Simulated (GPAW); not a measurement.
# A GW chain in GPAW: GaP (F-43m)

Wanted: ground state, empty states, screening and self-energy for GaP (F-43m).

Main program and level: GPAW 26.7.0; LDA and many-body steps on it, plane waves.

**Experimental background.**

- Gap 2.25 ± 0.04 eV: optical gap from Tauc plot (fundamental, indirect); spectroscopic ellipsometry, Tauc-Lorentz fit and Tauc plot; 300 K; film (GaP layer on Si reference sample) on Si (“Assessment of GaPSb/Si tandem material association properties for photoelectrochemical cells”, 2020, arxiv:2002.02774).

Most raw output is cut from this account.

## 1. The starting structure

Symmetry: F-43m, No. 216, cubic system. Conventional cell: a = 5.450 Å, b = 5.450 Å, c = 5.450 Å, α = 90.00°, β = 90.00°, γ = 90.00°. Ga has 4 P at 2.36 Å nearest. P has 4 Ga at 2.36 Å nearest. Farther neighbours are not listed.

The cell and positions come from the Crystallography Open Database and are kept as given unless a step says otherwise.

## 2. Ground state

This step: GPAW 26.7.0; DFT, LDA, plane waves, PAW.

The ground-state density comes first.

File run.py:

```python
import json
import numpy as np
from gpaw.mpi import world
from ase import Atoms
from gpaw import GPAW, PW, FermiDirac

atoms = Atoms(['Ga', 'P'],
    cell=[[0.0000000000, 2.7252500000, 2.7252500000],
      [2.7252500000, 0.0000000000, 2.7252500000],
      [2.7252500000, 2.7252500000, 0.0000000000]],
    scaled_positions=[[0.0000000000, 0.0000000000, 0.0000000000],
      [0.2500000000, 0.2500000000, 0.2500000000]],
    pbc=(True, True, True))
calc = GPAW(mode=PW(450),
    xc='LDA',
    kpts={'size': (8, 8, 8), 'gamma': True},
    occupations=FermiDirac(0.001),
    nbands=-7,
    convergence={'density': 1e-6, 'bands': -3},
    maxiter=100,
    txt='gs.txt')
atoms.calc = calc
res = {'energy': atoms.get_potential_energy()}
kpts = calc.get_ibz_k_points()
res['kpts'] = kpts
res['eigenvalues'] = [calc.get_eigenvalues(kpt=k) for k in range(len(kpts))]
res['n_electrons'] = calc.get_number_of_electrons()
calc.write('gs.gpw')

if world.rank == 0:
    with open('result.json', 'w') as f:
        json.dump(res, f, default=lambda x: x.tolist())
```

Started as:

```sh
mpirun -n 4 gpaw python run.py
```

It took 4 s on 4 MPI ranks of Arm Neoverse V1, shared host; peak memory 0.47 GiB; 16 s of CPU time.

This step gave:

| Item | Value |
| --- | --- |
| total energy | -10.36 eV |
| gap | 1.514 eV |
| k of the valence top | 0, 0, 0 |
| k of the conduction bottom | 0.5, 0.5, 0 |
| least direct gap | 1.687 eV |

The gap is indirect, with the least direct gap 0.17 eV higher.

## 3. Bands along the symmetry lines

The cheap functional maps the bands first; the places of the edges decide which points the dearer methods must see.

File run.py:

```python
import json
import numpy as np
from gpaw.mpi import world
from gpaw import GPAW

path = [[0.000000, 0.000000, 0.000000],
    [-0.062500, -0.062500, 0.000000],
    [-0.125000, -0.125000, 0.000000],
    [-0.187500, -0.187500, 0.000000],
    [-0.250000, -0.250000, 0.000000],
    [-0.312500, -0.312500, 0.000000],
    [-0.375000, -0.375000, 0.000000],
    [-0.437500, -0.437500, 0.000000],
    [-0.500000, -0.500000, 0.000000],
    [-0.484375, -0.484375, 0.031250],
    [-0.468750, -0.468750, 0.062500],
    [-0.453125, -0.453125, 0.093750],
    [-0.437500, -0.437500, 0.125000],
    [-0.421875, -0.421875, 0.156250],
    [-0.406250, -0.406250, 0.187500],
    [-0.390625, -0.390625, 0.218750],
    [-0.375000, -0.375000, 0.250000],
    [-0.375000, 0.000000, 0.375000],
    [-0.328125, 0.000000, 0.328125],
    [-0.281250, 0.000000, 0.281250],
    [-0.234375, 0.000000, 0.234375],
    [-0.187500, 0.000000, 0.187500],
    [-0.140625, 0.000000, 0.140625],
    [-0.093750, 0.000000, 0.093750],
    [-0.046875, 0.000000, 0.046875],
    [0.000000, 0.000000, 0.000000],
    [0.000000, 0.000000, 0.062500],
    [0.000000, 0.000000, 0.125000],
    [0.000000, 0.000000, 0.187500],
    [0.000000, 0.000000, 0.250000],
    [0.000000, 0.000000, 0.312500],
    [0.000000, 0.000000, 0.375000],
    [0.000000, 0.000000, 0.437500],
    [-0.000000, -0.000000, 0.500000],
    [-0.062500, -0.031250, 0.468750],
    [-0.125000, -0.062500, 0.437500],
    [-0.187500, -0.093750, 0.406250],
    [-0.250000, -0.125000, 0.375000],
    [-0.312500, -0.156250, 0.343750],
    [-0.375000, -0.187500, 0.312500],
    [-0.437500, -0.218750, 0.281250],
    [-0.500000, -0.250000, 0.250000],
    [-0.500000, -0.281250, 0.218750],
    [-0.500000, -0.312500, 0.187500],
    [-0.500000, -0.343750, 0.156250],
    [-0.500000, -0.375000, 0.125000],
    [-0.500000, -0.406250, 0.093750],
    [-0.500000, -0.437500, 0.062500],
    [-0.500000, -0.468750, 0.031250],
    [-0.500000, -0.500000, 0.000000]]
calc = GPAW('gs.gpw').fixed_density(kpts=path,
    symmetry='off',
    nbands=14,
    convergence={'bands': 10},
    txt='bands.txt')
res = {}
kpts = calc.get_ibz_k_points()
res['kpts'] = kpts
res['eigenvalues'] = [calc.get_eigenvalues(kpt=k) for k in range(len(kpts))]
res['n_electrons'] = calc.get_number_of_electrons()

if world.rank == 0:
    with open('result.json', 'w') as f:
        json.dump(res, f, default=lambda x: x.tolist())
```

Started as:

```sh
mpirun -n 4 gpaw python run.py
```

Run time: 4.5 s. Hardware: 4 MPI ranks; peak memory 0.61 GiB.

This step gave:

```
gap                        : 1.464 eV
k of the valence top       : 0, 0, 0
k of the conduction bottom : -0.4375, -0.4375, 0
least direct gap           : 1.687 eV
```

The gap is 1.464 eV, −0.050 eV from the run before at this level.

The electronic bands at the labelled points (eV, zero at the top of the highest filled band; v1 is the highest filled band, c1 the lowest empty one):

| point | v4 | v3 | v2 | v1 | c1 | c2 | c3 | c4 |
| --- | --- | --- | --- | --- | --- | --- | --- | --- |
| Γ | -12.49 | 0.00 | 0.00 | 0.00 | 1.69 | 3.83 | 3.83 | 3.83 |
| halfway | -11.51 | -3.75 | -1.70 | -1.70 | 2.08 | 3.62 | 6.70 | 6.70 |
| X | -9.64 | -6.82 | -2.69 | -2.69 | 1.51 | 1.71 | 10.49 | 10.49 |
| halfway | -9.63 | -6.76 | -3.27 | -2.58 | 1.72 | 2.66 | 9.42 | 9.61 |
| U | -9.69 | -6.59 | -3.98 | -2.26 | 2.07 | 4.73 | 8.16 | 8.20 |
| jump to K | -9.69 | -6.59 | -3.98 | -2.26 | 2.07 | 4.73 | 8.16 | 8.20 |
| halfway | -11.42 | -4.31 | -2.49 | -0.67 | 3.22 | 4.90 | 4.96 | 5.77 |
| Γ | -12.49 | 0.00 | 0.00 | 0.00 | 1.69 | 3.83 | 3.83 | 3.83 |
| halfway | -11.76 | -3.94 | -0.67 | -0.67 | 2.05 | 4.70 | 4.70 | 6.24 |
| L | -10.54 | -6.68 | -1.12 | -1.12 | 1.56 | 4.67 | 4.67 | 8.10 |
| halfway | -10.14 | -6.47 | -3.24 | -1.95 | 3.39 | 4.21 | 6.41 | 7.82 |
| W | -9.57 | -6.59 | -3.63 | -3.45 | 4.63 | 4.83 | 6.02 | 6.04 |
| halfway | -9.61 | -6.71 | -3.20 | -3.11 | 2.66 | 2.86 | 8.41 | 8.51 |
| X | -9.64 | -6.82 | -2.69 | -2.69 | 1.51 | 1.71 | 10.49 | 10.49 |

## 4. Empty states on the mesh, 4×4×4 mesh, 178 bands

The sums over transitions need many empty states on a uniform mesh; this step solves for them.

File run.py:

```python
import json
import numpy as np
from gpaw.mpi import world
from gpaw import GPAW

calc = GPAW('gs.gpw').fixed_density(kpts={'size': (4, 4, 4), 'gamma': True},
    parallel={'domain': 1, 'band': 1},
    txt='nscf.txt')
calc.diagonalize_full_hamiltonian(nbands=178)
calc.write('full.gpw', mode='all')
res = {}
kpts = calc.get_ibz_k_points()
res['kpts'] = kpts
res['eigenvalues'] = [calc.get_eigenvalues(kpt=k) for k in range(len(kpts))]
res['n_electrons'] = calc.get_number_of_electrons()

if world.rank == 0:
    with open('result.json', 'w') as f:
        json.dump(res, f, default=lambda x: x.tolist())
```

Started as:

```sh
mpirun -n 4 gpaw python run.py
```

Wall time 4.8 s (4 MPI ranks); peak memory 0.87 GiB; 19 s of CPU time.

Numbers from this step:

```
gap                                                           : 1.514 eV
k of the valence top                                          : 0, 0, 0
k of the conduction bottom                                    : 0.5, 0.5, 0
least direct gap                                              : 1.687 eV
k points computed                                             : 8
lowest point of the top converged band, above the valence top : 141.6274 eV
```

On this mesh the gap is 1.514 eV.

## 5. Screening and self-energy, 4×4×4 mesh, 168 bands, screening to 150 eV

Now the one-shot GW correction: screening in the RPA, then the self-energy of the levels asked for.

This step: G0W0 on LDA, plane waves, PAW.

File run.py:

```python
import json
import numpy as np
from gpaw.mpi import world
from gpaw.response.g0w0 import G0W0

gw = G0W0('full.gpw',
    filename='gw',
    kpts=[0, 5],
    bands=(2, 6),
    ecut=150,
    nbands=168,
    integrate_gamma='WS',
    ppa=True)
gw.calculate()
res = {mode: {k: v for k, v in r.items() if k != 'sigma_eskwn'}
       for mode, r in gw.all_results.items()}

if world.rank == 0:
    with open('result.json', 'w') as f:
        json.dump(res, f, default=lambda x: x.tolist())
```

Started as:

```sh
mpirun -n 4 gpaw python run.py
```

Run time: 28 s. Hardware: 4 MPI ranks; peak memory 1 GiB.

This step gave:

* G0W0 gap on the points computed: 2.220 eV
* least direct G0W0 gap on the computed points: 2.954 eV
* Z at the valence top: 0.7756
* Z at the conduction bottom: 0.8027
* starting gap on the mesh: 1.514 eV
* k of the valence top: 0, 0, 0
* k of the conduction bottom: 0.5, 0.5, 0

The gap on the mesh goes from 1.51 eV to 2.22 eV, a correction of +0.71 eV.

Limits: finite bands, cutoff and mesh; no spin-orbit coupling; coarse k mesh. v1 is the top filled band, c1 the lowest empty one. Levels before and after the correction, in eV, zero at the valence-band top of each column:

|  | conduction bottom | valence top |
| --- | --- | --- |
| Kohn-Sham | 1.51 | 0.00 |
| G0W0 | 2.22 | 0.00 |

```csv
,level,energy (eV)
Kohn-Sham,Γ v2-v1,0.000
Kohn-Sham,Γ c1,1.687
Kohn-Sham,Γ c2,3.835
Kohn-Sham,(0.5 0.5 0) v2-v1,-2.690
Kohn-Sham,(0.5 0.5 0) c1,1.514
Kohn-Sham,(0.5 0.5 0) c2,1.711
G0W0,Γ v2-v1,0.000
G0W0,Γ c1,2.954
G0W0,Γ c2,4.887
G0W0,(0.5 0.5 0) v2-v1,-2.722
G0W0,(0.5 0.5 0) c1,2.220
G0W0,(0.5 0.5 0) c2,2.610
```

## 6. Where the time went

Times are wall times on 4 MPI ranks of Arm Neoverse V1, shared host, good to a factor of about two.

| step | time | share | memory (GiB) |
| --- | --- | --- | --- |
| ground state | 4 s | 10 % | 0.47 |
| bands along the symmetry lines | 4.5 s | 11 % | 0.61 |
| empty states on the mesh | 4.8 s | 12 % | 0.87 |
| screening and self-energy | 28 s | 67 % | 1.0 |

## 7. Outcome

```yaml
lda_gap: 1.46 eV, indirect
g0w0_gap_on_the_mesh: 2.22 eV
g0w0_gap_over_the_zone_rigid_shift: 2.17 eV
gw_settings: 4×4×4 mesh, 168 bands, screening to 150 eV, Godby-Needs plasmon pole
known_limits: not at the basis limit; no spin-orbit coupling; coarse k mesh
```

**Reading.** G0W0 moves the gap on the mesh from 1.51 eV to 2.22 eV (+0.71 eV), with Z of 0.78 and 0.80 at the edges. The mesh misses the band edges by 0.05 eV in all; a rigid shift gives 2.17 eV for the zone. Only 2 of the mesh's irreducible points were corrected, so a valley elsewhere could overtake. The dearest step here is «screening and self-energy». Against experiment, by G0W0@LDA: the gap of 2.17 eV lies −0.08 eV from the measured 2.25 ± 0.04 eV (indirect, 300 K, on Si, 2020). The calculation has static nuclei and no excitons; a measured gap holds zero-point and thermal motion, which mostly lowers it. Bands and cutoff are finite, so the gap is not at the basis limit. The miss can reach some tenths of an eV and take either sign; the mesh is an error of its own. These stock PAW sets were not made for GW; the filled d or f shell of Ga lies in the frozen core, which bears on start and correction. In the G0W0 run levels were corrected at 2 k points alone, so a gap called «on the mesh» is the least over those, and an edge elsewhere would be missed. The 4×4×4 mesh is coarse for this cell, which bears on the long-range parts of exchange and screening. The many-body steps are scalar-relativistic: spin-orbit coupling is not in them.

[Paths, hosts, dates, memory and timing lines, banners, echoed tables and standing remarks are left out of the program output.]

[Logs are printed without paths, hosts, clocks, repeated set-up lines and the standing remarks that a program may print on its own settings, such as how far it seeks lower states.]

[Runs of the session that timed out or met a known fault of the program may be left out.]

[Hosts, paths, dates, database ids (printed as entryN), source tags and the programs' standing remarks are cut or masked in the printed files.]
